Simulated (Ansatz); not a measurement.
## SrTiO3 (I4/mcm): a band-gap study from PBE to G0W0 at the band limit

Wanted: the gap of SrTiO3 (I4/mcm) by functionals, hybrids and G0W0, carried to the basis limit, with what remains uncertain.

Calculated with Ansatz 0.2.0; density functionals, hybrids, G0W0, plane waves, PAW.

Report form: the programs' logs are mostly left out.

In doubt: the elements are of a kind flagged for part-filled d or f shells, though by formal charges that shell is empty here, so the flag may not apply.

**1. The starting structure**

Symmetry: I4/mcm, No. 140, tetragonal system. Conventional cell: a = 5.511 Å, b = 5.511 Å, c = 7.796 Å, α = 90.00°, β = 90.00°, γ = 90.00°. Nearest to Sr lie 12 O at 2.73 to 2.78 Å. Nearest to Ti lie 6 O at 1.95 Å. Nearest to O lie 2 Ti at 1.95 Å and 4 Sr at 2.76 Å. Nearest to O lie 2 Ti at 1.95 Å and 4 Sr at 2.73 to 2.78 Å. Farther neighbours and most contacts between anions are not listed.

The cell and positions come from the Crystallography Open Database and are kept as given unless a step says otherwise.

**2. PBE bands**

Levels along a band path, at the cheap level, show where the edges lie and whether the meshes to come will hold them.

This step: DFT, PBE, plane waves, PAW; PAW set soft_1.

File input.yaml:

```yaml
crystal:
  lattice:
    - [-2.7555, 2.7555, 3.898]
    - [2.7555, -2.7555, 3.898]
    - [2.7555, 2.7555, -3.898]
  atoms:
    - { symbol: Sr, position: [0.75, 0.25, 0.5] }
    - { symbol: Sr, position: [0.25, 0.75, 0.5] }
    - { symbol: Ti, position: [0.0, 0.0, 0.0] }
    - { symbol: Ti, position: [0.5, 0.5, 0.0] }
    - { symbol: O, position: [0.25, 0.25, 0.0] }
    - { symbol: O, position: [0.75, 0.75, 0.0] }
    - { symbol: O, position: [0.7451, 0.2451, 0.9902] }
    - { symbol: O, position: [0.2451, 0.2549, 0.5] }
    - { symbol: O, position: [0.2549, 0.7549, 0.0098] }
    - { symbol: O, position: [0.7549, 0.7451, 0.5] }
kpoints:
  mp_grid: { grid: [6, 6, 6] }
  band_path:
    path:
      - [[0.0, 0.0, 0.0], [0.0, 0.0, 0.5], [0.25, 0.25, 0.25], [0.0, 0.5, 0.0], [0.0, 0.0, 0.0], [0.5, 0.5, -0.5], [0.37492725, 0.62507275, -0.37492725]]
      - [[-0.37492725, 0.37492725, 0.37492725], [0.0, 0.0, 0.0]]
      - [[0.0, 0.0, 0.5], [-0.24985449, 0.24985449, 0.5]]
      - [[0.5, 0.5, -0.24985449], [0.5, 0.5, -0.5]]
    npoints: 10
hamiltonian:
  xc: pbe
  pseudopotentials: { kind: paw, azcp: { folder: soft_1 } }
scf:
  occupations: { method: fermi_dirac, width: 0.02 }
  n_extra_bands: 7
output:
  eigenvalues: true
  forces: true
  stress: true
  write_density: true
  write_potential: true
  elf: true
  volumetric_format: npy
```

Started as:

```console
$ ansatz run input.yaml --threads 4 --pin off --max-ram 138240MiB --backend cuda --events-out ev --progress --plain --runs-dir out --devices 1 --max-vram 26GiB
```

The job ended after 7.3 s (1 × NVIDIA H100 80GB HBM3 (shared by 3 runs) with 4 threads of AMD EPYC 7R13 (Zen 3), shared host; peak memory 0.99 GiB; 5.4 s of CPU time).

This step gave:

- pressure: 5.470 GPa
- filled bands: 40
- gap: 1.908 eV
- valence top at: Γ
- conduction bottom at: Γ
- least direct gap: 1.908 eV

The gap is direct, at Γ. The pressure of 5 GPa says that this functional would expand the cell; it is kept.

The electronic bands at the labelled points (eV, zero at the top of the highest nominally filled band):

| point | band 37 | band 38 | band 39 | band 40 | band 41 | band 42 | band 43 | band 44 |
| --- | --- | --- | --- | --- | --- | --- | --- | --- |
| Γ | -0.33 | -0.01 | 0.00 | 0.00 | 1.91 | 1.91 | 1.91 | 4.37 |
| halfway | -0.67 | -0.58 | -0.58 | -0.04 | 1.99 | 2.97 | 2.97 | 4.13 |
| X | -1.55 | -0.71 | -0.71 | -0.09 | 2.07 | 3.84 | 3.84 | 3.85 |
| halfway | -1.35 | -1.05 | -0.92 | -0.21 | 2.39 | 3.62 | 3.84 | 3.85 |
| P | -1.30 | -1.30 | -0.64 | -0.64 | 3.04 | 3.04 | 3.84 | 3.84 |
| halfway | -1.14 | -1.14 | -0.64 | -0.64 | 3.15 | 3.15 | 3.67 | 3.67 |
| N | -0.90 | -0.90 | -0.62 | -0.62 | 3.41 | 3.41 | 3.46 | 3.46 |
| halfway | -0.74 | -0.40 | -0.40 | -0.19 | 2.45 | 2.53 | 2.53 | 4.20 |
| Γ | -0.33 | -0.01 | 0.00 | 0.00 | 1.91 | 1.91 | 1.91 | 4.37 |
| halfway | -0.67 | -0.57 | -0.57 | -0.05 | 1.99 | 2.97 | 2.97 | 4.14 |
| M | -1.56 | -0.71 | -0.71 | -0.09 | 2.08 | 3.82 | 3.82 | 3.87 |
| halfway | -1.55 | -0.92 | -0.81 | -0.15 | 2.24 | 3.77 | 3.79 | 3.85 |
| S | -1.43 | -1.26 | -1.00 | -0.31 | 2.62 | 3.58 | 3.64 | 3.86 |
| jump to S0 | -1.43 | -1.26 | -1.00 | -0.31 | 2.62 | 3.58 | 3.64 | 3.86 |
| halfway | -0.79 | -0.66 | -0.52 | -0.27 | 2.56 | 2.70 | 2.92 | 3.93 |
| Γ | -0.33 | -0.01 | 0.00 | 0.00 | 1.91 | 1.91 | 1.91 | 4.37 |
| jump to X | -1.55 | -0.71 | -0.71 | -0.09 | 2.07 | 3.84 | 3.84 | 3.85 |
| halfway | -1.35 | -1.04 | -0.92 | -0.21 | 2.39 | 3.62 | 3.84 | 3.85 |
| R | -1.30 | -1.30 | -0.64 | -0.64 | 3.04 | 3.04 | 3.84 | 3.85 |
| jump to G | -1.30 | -1.30 | -0.64 | -0.64 | 3.04 | 3.04 | 3.84 | 3.85 |
| halfway | -1.35 | -1.04 | -0.92 | -0.21 | 2.39 | 3.62 | 3.83 | 3.84 |
| M | -1.56 | -0.71 | -0.71 | -0.09 | 2.08 | 3.82 | 3.82 | 3.87 |

Valence density in the ac plane of the conventional cell at fractional y = 0.000, with atoms of Sr and Ti and O within 0.2 Å of it. It is the smooth field of the valence electrons, not physical close to the nuclei.

Ten steps, logarithmic in the rise over the least value, from '0' (0 e/Å³) to '9' (11 e/Å³), each cell a mean:
```
984110000011269
752100111001146
431102344210124
653114666521246
874125666631258
874125666631258
653114666521246
432102344210124
652100111101136
974110000011269
984210000011379
863110000001258
531101222100124
542113555410135
863124666531257
974125666631368
863124666531257
542113555420135
531101232100124
863110000001258
984210000011379
```
Columns run along a (5.5 Å), rows up along c (7.8 Å), edges of the conventional cell, whose origin can differ from the input's. Atoms in or near the plane, at fractional coordinates: Sr at (0.50, 0.75), Sr at (0.50, 0.25), Ti at (0.00, 0.00), Ti at (0.00, 0.50), O at (0.00, 0.25), O at (0.00, 0.75).

ELF in the ac plane of the conventional cell at fractional y = 0.000, with atoms of Sr and Ti and O within 0.2 Å of it. It is the smooth field of the valence electrons, not physical close to the nuclei.

Ten even steps from '0' (0.01) to '9' (0.82), each cell a mean:
```
872000000000158
641000121000025
431002687400124
886117999930378
698239836961597
698239825961597
986117999940389
432002687410124
630000122000025
872000000000158
783000000000168
861000000000048
420001354100013
763005899720256
897128968950598
598239714961697
897229967950599
764105999720257
420001354200013
861000000000047
783000000000168
```
Columns run along a (5.5 Å), rows up along c (7.8 Å), edges of the conventional cell, whose origin can differ from the input's. Atoms in or near the plane, at fractional coordinates: Sr at (0.50, 0.75), Sr at (0.50, 0.25), Ti at (0.00, 0.00), Ti at (0.00, 0.50), O at (0.00, 0.25), O at (0.00, 0.75).

**3. PBE+SOC**

Spin-orbit coupling can split or shift the edges; a non-collinear run measures by how much.

This step: DFT, PBE with spin-orbit coupling, plane waves, PAW; PAW set soft_1.

File input.yaml:

```yaml
crystal:
  lattice:
    - [-2.7555, 2.7555, 3.898]
    - [2.7555, -2.7555, 3.898]
    - [2.7555, 2.7555, -3.898]
  atoms:
    - { symbol: Sr, position: [0.75, 0.25, 0.5] }
    - { symbol: Sr, position: [0.25, 0.75, 0.5] }
    - { symbol: Ti, position: [0.0, 0.0, 0.0] }
    - { symbol: Ti, position: [0.5, 0.5, 0.0] }
    - { symbol: O, position: [0.25, 0.25, 0.0] }
    - { symbol: O, position: [0.75, 0.75, 0.0] }
    - { symbol: O, position: [0.7451, 0.2451, 0.9902] }
    - { symbol: O, position: [0.2451, 0.2549, 0.5] }
    - { symbol: O, position: [0.2549, 0.7549, 0.0098] }
    - { symbol: O, position: [0.7549, 0.7451, 0.5] }
kpoints:
  mp_grid: { grid: [6, 6, 6] }
  band_path:
    path:
      - [0.0, 0.0, 0.0]
      - [0.0, 0.0, 0.5]
      - [0.25, 0.25, 0.25]
      - [0.0, 0.5, 0.0]
      - [0.5, 0.5, -0.5]
      - [0.37492725, 0.62507275, -0.37492725]
      - [-0.37492725, 0.37492725, 0.37492725]
      - [-0.24985449, 0.24985449, 0.5]
    npoints: 1
hamiltonian:
  xc: pbe
  pseudopotentials: { kind: paw_fr, azcp: { folder: soft_1 } }
scf:
  occupations: { method: fixed }
  n_extra_bands: 14
magnetization:
  noncollinear: true
  spin_orbit: true
output:
  eigenvalues: true
  forces: true
  stress: true
```

It took 8.7 s on 1 × NVIDIA H100 80GB HBM3 (shared by 3 runs) with 4 threads; peak memory 1.1 GiB; 12 s of CPU time.

Numbers from this step:

```yaml
pressure: 5.471 GPa
gap: 1.893 eV
valence_top_at: Γ
conduction_bottom_at: Γ
least_direct_gap: 1.893 eV
```

The gap stands −0.02 eV against PBE.

**4. HSE06**

The screened hybrid is the usual rung above semilocal functionals: a quarter of exact exchange, cut off beyond a few ångström.

This step: DFT, HSE06, plane waves, PAW; PAW set soft_1.

Edit input.yaml of step 3 so:

```diff
@@ -17,3 +17,3 @@
 kpoints:
-  mp_grid: { grid: [6, 6, 6] }
+  mp_grid: { grid: [4, 4, 4] }
   band_path:
@@ -30,13 +30,12 @@
 hamiltonian:
-  xc: pbe
-  pseudopotentials: { kind: paw_fr, azcp: { folder: soft_1 } }
+  xc: hse06
+  pseudopotentials: { kind: paw, azcp: { folder: soft_1 } }
 scf:
   occupations: { method: fixed }
-  n_extra_bands: 14
-magnetization:
-  noncollinear: true
-  spin_orbit: true
+  n_extra_bands: 7
 output:
   eigenvalues: true
-  forces: true
-  stress: true
+  write_density: true
+  write_potential: true
+  elf: true
+  volumetric_format: npy
```

Wall time 20 s (1 × NVIDIA H100 80GB HBM3 (shared by 3 runs) with 4 threads); peak memory 1.4 GiB.

This step gave:

```
gap                  : 3.363 eV
valence top at       : Γ
conduction bottom at : Γ
least direct gap     : 3.363 eV
```

The gap stands +1.46 eV against PBE.

**5. HSE06+SOC**

This step: DFT, HSE06 with spin-orbit coupling, plane waves, PAW; PAW set soft_1.

Edit input.yaml of step 4 so:

```diff
@@ -31,11 +31,10 @@
   xc: hse06
-  pseudopotentials: { kind: paw, azcp: { folder: soft_1 } }
+  pseudopotentials: { kind: paw_fr, azcp: { folder: soft_1 } }
 scf:
   occupations: { method: fixed }
-  n_extra_bands: 7
+  n_extra_bands: 14
+magnetization:
+  noncollinear: true
+  spin_orbit: true
 output:
   eigenvalues: true
-  write_density: true
-  write_potential: true
-  elf: true
-  volumetric_format: npy
```

Wall time 82 s (1 × NVIDIA H100 80GB HBM3 (shared by 3 runs) with 4 threads); peak memory 2.9 GiB; 4 min of CPU time.

Numbers from this step:

```
gap                  : 3.347 eV
valence top at       : Γ
conduction bottom at : Γ
least direct gap     : 3.347 eV
```

The gap stands −0.02 eV against HSE06.

**6. G0W0, 4×4×4 mesh, 310 empty bands, screening to 110 eV, hard PAW files**

Now the one-shot GW correction: screening in the RPA, then the self-energy of the levels asked for. This step takes hard PAW files.

This step: G0W0 on PBE, plane waves, PAW.

File input.yaml:

```yaml
crystal:
  lattice:
    - [-2.7555, 2.7555, 3.898]
    - [2.7555, -2.7555, 3.898]
    - [2.7555, 2.7555, -3.898]
  atoms:
    - { symbol: Sr, position: [0.75, 0.25, 0.5] }
    - { symbol: Sr, position: [0.25, 0.75, 0.5] }
    - { symbol: Ti, position: [0.0, 0.0, 0.0] }
    - { symbol: Ti, position: [0.5, 0.5, 0.0] }
    - { symbol: O, position: [0.25, 0.25, 0.0] }
    - { symbol: O, position: [0.75, 0.75, 0.0] }
    - { symbol: O, position: [0.7451, 0.2451, 0.9902] }
    - { symbol: O, position: [0.2451, 0.2549, 0.5] }
    - { symbol: O, position: [0.2549, 0.7549, 0.0098] }
    - { symbol: O, position: [0.7549, 0.7451, 0.5] }
kpoints:
  mp_grid: { grid: [4, 4, 4] }
hamiltonian:
  xc: pbe
  pseudopotentials: { kind: paw, source: ansatz }
scf:
  occupations: { method: fixed }
gw:
  n_empty_bands: 310
  ecut_chi: 110.0
  qp_bands: [v3, c3]
  qp_kpoints: band_edges
  screening: { model: contour_deformation }
```

It took 34 s on 1 × NVIDIA H100 80GB HBM3 (shared by 3 runs) with 4 threads; peak memory 2.1 GiB; 57 s of CPU time.

Numbers from this step:

- bands summed: 350
- RPA ε∞ on this mesh (eigenvalues): 6.153, 6.153, 6.154
- plane waves in the screening matrix: 331
- G0W0 gap on the mesh: 3.441 eV
- k of the valence top: 0, 0, 0
- k of the conduction bottom: 0, 0, 0
- starting gap on the mesh: 1.895 eV
- least direct G0W0 gap on the computed points: 3.441 eV

The gap on the mesh goes from 1.89 eV to 3.44 eV, a correction of +1.55 eV. Between the two edge states, bare exchange in place of the xc potential would open the gap by 12.69 eV, and correlation takes back 11.14 eV.

**7. G0W0, 4×4×4 mesh, 704 empty bands, screening to 190 eV, hard PAW files**

Bands and screening cutoff are moved together, since each hides the error of the other.

Edit input.yaml of step 6 so:

```diff
@@ -24,4 +24,4 @@
 gw:
-  n_empty_bands: 310
-  ecut_chi: 110.0
+  n_empty_bands: 704
+  ecut_chi: 190.0
   qp_bands: [v3, c3]
```

Elapsed: 69 s, on 1 × NVIDIA H100 80GB HBM3 (shared by 3 runs) with 4 threads; peak memory 3.8 GiB.

This step gave:

```yaml
bands_summed: 744
rpa_eps_infinity_on_this_mesh_eigenvalues: 6.134, 6.134, 6.135
plane_waves_in_the_screening_matrix: 725
g0w0_gap_on_the_mesh: 3.489 eV
k_of_the_valence_top: 0, 0, 0
k_of_the_conduction_bottom: 0, 0, 0
starting_gap_on_the_mesh: 1.895 eV
least_direct_g0w0_gap_on_the_computed_points: 3.489 eV
```

Against the run with 4×4×4 mesh, 310 empty bands, screening to 110 eV, hard PAW files, the gap moves by +0.05 eV.

**8. G0W0, 4×4×4 mesh, 1192 empty bands, screening to 270 eV, hard PAW files**

Edit input.yaml of step 7 so:

```diff
@@ -24,4 +24,4 @@
 gw:
-  n_empty_bands: 704
-  ecut_chi: 190.0
+  n_empty_bands: 1192
+  ecut_chi: 270.0
   qp_bands: [v3, c3]
```

It took 2 min on 1 × NVIDIA H100 80GB HBM3 (shared by 3 runs) with 4 threads; peak memory 6.8 GiB; 4 min of CPU time.

This step gave:

- bands summed: 1232
- RPA ε∞ on this mesh (eigenvalues): 6.128, 6.128, 6.128
- plane waves in the screening matrix: 1243
- G0W0 gap on the mesh: 3.529 eV
- k of the valence top: 0, 0, 0
- k of the conduction bottom: 0, 0, 0
- starting gap on the mesh: 1.895 eV
- least direct G0W0 gap on the computed points: 3.529 eV

Against the run with 4×4×4 mesh, 704 empty bands, screening to 190 eV, hard PAW files, the gap moves by +0.04 eV.

**9. G0W0, 4×4×4 mesh, 1991 empty bands, screening to 380 eV, hard PAW files**

Edit input.yaml of step 8 so:

```diff
@@ -24,4 +24,4 @@
 gw:
-  n_empty_bands: 1192
-  ecut_chi: 270.0
+  n_empty_bands: 1991
+  ecut_chi: 380
   qp_bands: [v3, c3]
```

The job ended after 4.5 min (1 × NVIDIA H100 80GB HBM3 (shared by 3 runs) with 4 threads; peak memory 14 GiB; 8.8 min of CPU time).

This step gave:

```
bands summed                                 : 2031
RPA ε∞ on this mesh (eigenvalues)            : 6.126, 6.126, 6.126
plane waves in the screening matrix          : 1989
q-points in the mesh                         : 64
G0W0 gap on the mesh                         : 3.559 eV
k of the valence top                         : 0, 0, 0
k of the conduction bottom                   : 0, 0, 0
starting gap on the mesh                     : 1.895 eV
Z at the valence top                         : 0.7132
Z at the conduction bottom                   : 0.7367
least direct G0W0 gap on the computed points : 3.559 eV
```

Against the run with 4×4×4 mesh, 1192 empty bands, screening to 270 eV, hard PAW files, the gap moves by +0.03 eV.

Limits: finite bands, cutoff and mesh; no spin-orbit coupling. v1 is the top filled band, c1 the lowest empty one. The levels before and after the correction (eV, zero at the valence-band top of each column):

|  | conduction bottom | valence top |
| --- | --- | --- |
| Kohn-Sham | 1.89 | 0.00 |
| G0W0 | 3.56 | 0.00 |

|  | level | occupation | energy (eV) |
| --- | --- | --- | --- |
| Kohn-Sham | Γ v3 | 2 | -0.006 |
| Kohn-Sham | Γ v2-v1 | 2 | 0.000 |
| Kohn-Sham | Γ c1-c3 | 0 | 1.895 |
| G0W0 | Γ v3 | 2 | -0.006 |
| G0W0 | Γ v2-v1 | 2 | 0.000 |
| G0W0 | Γ c1-c3 | 0 | 3.559 |

How the two edges are built up, in eV (the quasiparticle level is the starting level plus Σx plus Σc less Vxc):

| run | edge | start | Σx | Σc | Vxc | Z | QP |
| --- | --- | --- | --- | --- | --- | --- | --- |
| 350 bands | valence top | 10.06 | -26.08 | 4.79 | -21.02 | 0.72 | 9.79 |
| 350 bands | conduction bottom | 11.95 | -12.64 | -6.35 | -20.27 | 0.74 | 13.23 |
| 744 bands | valence top | 10.06 | -26.08 | 4.50 | -21.02 | 0.72 | 9.50 |
| 744 bands | conduction bottom | 11.95 | -12.64 | -6.60 | -20.27 | 0.74 | 12.98 |
| 1232 bands | valence top | 10.06 | -26.08 | 4.33 | -21.02 | 0.71 | 9.33 |
| 1232 bands | conduction bottom | 11.95 | -12.64 | -6.72 | -20.27 | 0.74 | 12.86 |
| 2031 bands | valence top | 10.06 | -26.08 | 4.21 | -21.02 | 0.71 | 9.21 |
| 2031 bands | conduction bottom | 11.95 | -12.64 | -6.82 | -20.27 | 0.74 | 12.77 |

(Part 1 of 2 ends here.)

[Paths, hosts, dates, memory and timing lines, banners, echoed tables and standing remarks are left out of the program output.]

[Logs are printed without paths, hosts, clocks, repeated set-up lines and the standing remarks that a program may print on its own settings, such as how far it seeks lower states.]

[Runs of the session that timed out or met a known fault of the program may be left out.]

[Cells called generated may have been cut or substituted from an entry of the Crystallography Open Database or the Materials Project.]

[Hosts, paths, dates, database ids (printed as entryN), source tags and the programs' standing remarks are cut or masked in the printed files.]
